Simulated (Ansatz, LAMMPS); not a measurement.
# Elastic response of glassy 63SiO2-14B2O3-11Na2O-11CaO (mol %) (111 atoms): runs compared

How stiff is glassy 63SiO2-14B2O3-11Na2O-11CaO (mol %) (111 atoms), and how do its levels respond to strain?

Computed with Ansatz 0.2.0: Kohn-Sham DFT, PBEsol, PAW (set soft_2), plane waves.

### Step 1. The cell as built

The cell holds 111 atoms: 22 Si, 10 B, 8 Na, 4 Ca and 67 O. Cell: a = 11.089 Å, b = 11.089 Å, c = 11.089 Å, α = 90.0°, β = 90.0°, γ = 90.0°. 111 atoms (22 Si, 10 B, 8 Na, 4 Ca, 67 O) placed at random at 2.33 g/cm³, melted at 3000 K for 20 ps at fixed volume with the Buckingham and Coulomb pair potential of Guillot and Sator (Geochim. Cosmochim. Acta 71, 1249 (2007)) with the boron terms of Wang et al. (J. Non-Cryst. Solids 498, 294 (2018)). Quenched from 3000 K to 300 K at 10 K/ps and fixed volume, held 10 ps at zero pressure.

What the set-up can't give: The quench rate of 10 K/ps is orders of magnitude faster than experiment, which tends to freeze in extra defects. The network of bonds at the start is that of the classical potential that made the cell, and needn't be the one that DFT or experiment would give. Sampling is at Γ alone.

### Step 2. The reference run

The reference is a single point at the end of the relaxation.

Every strained cell starts from the geometry of this run, and its atoms are relaxed with the cell held.

Its input, with most atom lines left out:

```yaml
crystal:
  lattice:
    - [11.36438, 0.49826, 0.44278]
    - [0.49826, 10.77597, 0.10292]
    - [0.44278, 0.10292, 11.24015]
  atoms:
    - { symbol: Si, position: [0.87447, 0.95387, 0.08216] }
    - { symbol: Si, position: [0.67373, 0.07241, 0.67533] }
    - { symbol: Si, position: [0.73661, 0.5615, 0.28367] }
    - { symbol: Si, position: [0.25763, 0.1186, 0.11524] }
    - { symbol: Si, position: [0.38449, 0.74863, 0.47345] }
    - { symbol: Si, position: [0.70337, 0.36278, 0.45469] }
    - { symbol: Si, position: [0.43262, 0.20691, 0.67937] }
    [... atom lines 8 to 111 left out ...]
kpoints:
  mp_grid: { grid: [1, 1, 1] }
hamiltonian:
  xc: pbesol
scf:
  occupations: { method: gaussian, width: 0.025 }
output:
  forces: true
  stress: true
  populations: true
  dos:
    method: { smearing: { sigma: 0.15 } }
    de: 0.1
    projected: { site_lists: { B: [B], Ca: [Ca], Na: [Na], O: [O], Si: [Si] } }
  eigenvalues: true
  write_density: true
  write_potential: true
  volumetric_format: npy
  elf: true
```

| Item | Value |
| --- | --- |
| free energy per atom | -647.5635 eV/atom |
| r.m.s. force component | 0.00272 eV/Å |
| pressure | -0.0004497 GPa |

Filled and empty levels are parted by 4.25 eV (at Γ alone); a semilocal functional tends to put such gaps too low. In a disordered cell it changes from sample to sample, and tail or defect levels can set it.

### Step 3. The runs

Each row is one run, on 4 threads of Intel Xeon Platinum 8559C (Emerald Rapids), shared host. The free energy is the program's total, comparable only between runs with the same functional, potentials and atoms.

```csv
run,atoms,outcome,"ionic steps, all passes",free energy (eV),time,host memory (GiB)
Single point at the start,111,converged,-,-71866.631,9.5 s,2.0
Cell and atoms relaxed,111,converged,44,-71879.547,7.1 min,2.0
Single point at the relaxed geometry,111,converged,-,-71879.547,13 s,2.0
Volume -3 %,111,converged,10,-71879.350,91 s,2.0
Volume +3 %,111,converged,9,-71879.352,1.7 min,2.1
Volume -6 %,111,converged,17,-71878.741,3.1 min,1.9
Volume +6 %,111,converged,23,-71879.562,3.7 min,2.1
Volume -10 %,111,converged,38,-71878.043,5.8 min,1.9
Stretched by 1 % along x,111,converged,7,-71879.503,78 s,2.1
Compressed by 1 % along x,111,converged,7,-71879.503,81 s,2.0
Sheared by 2 % in xy,111,converged,6,-71879.498,70 s,2.1
```

In some runs the program notes that the SCF threshold is loose for the stress.

### Step 4. Pressure against volume

Atoms are relaxed at each volume, in the scaled cell.

```
volume change (%)  volume (Å³/atom)  energy change (meV/atom)  pressure (GPa)  largest move on relaxing (Å)  bonds  gap (eV)
              -10            11.120                     13.55            4.28                          1.39    190                4.35
               -6            11.615                      7.25            3.33                          0.70    189                4.41
               -3            11.985                      1.77            1.62                          0.21    186                4.34
               +0            12.356                      0.00            0.00                             -    186                4.25
               +3            12.727                      1.76           -1.47                          0.20    185                4.15
               +6            13.097                     -0.13           -2.18                          0.93    185                3.91
```

### Step 5. Uniaxial strain and shear

Stress (GPa, compression positive) less that of the relaxed cell, atoms relaxed:

```
                   strain      xx      yy      zz      xy  energy change (meV/atom)
 stretched by 1 % along x  -1.104  -0.350  -0.245   0.051                      0.39
compressed by 1 % along x   1.099   0.378   0.275  -0.063                      0.39
     sheared by 2 % in xy   0.138  -0.007  -0.035  -0.664                      0.44
```

### Step 6. What came out

The bulk modulus, from the slope of pressure against ln V over the three points nearest the relaxed volume, is 51.4 GPa; between neighbouring points the slope runs 22, 55, 53, 50 and 25 GPa from the smallest volume up, without a steady fall, so no pressure derivative is given, and the cell yields more easily when compressed beyond -6 %. The count of bonds runs from 185 to 190 over the series, so at some points contacts cross the cutoffs. At -10 %, -6 % and +6 % some atom moved by over 0.5 Å on relaxing, so those points may sit in another local minimum. The gap goes from 4.35 eV at the smallest volume to 3.91 eV at the largest, -2.6 eV per unit of ln V by a straight line, not monotonically (lowest 3.91, highest 4.41 eV), on the run's k-points. In the Cartesian axes of the cell, finite differences give C11 = 110, C12 = 36.4, C13 = 26.0 and C66 = 33.2 GPa (the shear of 2 % is the engineering strain, εxy = 0.01). The mean of C11, C12 and C13, which equals the bulk modulus in a cubic or isotropic solid, is 57.5 GPa: it lies 12 % over the bulk modulus from the volumes. For an isotropic solid C66 would equal (C11 − C12)/2 = 36.9 GPa; so small a sample needn't be isotropic, and C66 rests on one shear. With the bulk modulus and C66 as K and G, Young's modulus would be about 82 GPa and Poisson's ratio 0.23.

Caveats: Strains are finite and relaxations stop at the force tolerance of the input, which can leave moduli too stiff; they are those of a static cell at zero temperature. Volumes are changed with the cell's shape held, so in an anisotropic solid the modulus lies over the one under free hydrostatic load. The program notes that the SCF threshold of the relaxations is loose for the stress.

The DFT runs together took 27 min of wall time.

[Logs are printed without paths, hosts, clocks, repeated set-up lines and the standing remarks that a program may print on its own settings, such as how far it seeks lower states.]

[Hosts, paths, dates, database ids (printed as entryN), source tags and the programs' standing remarks are cut or masked in the printed files.]
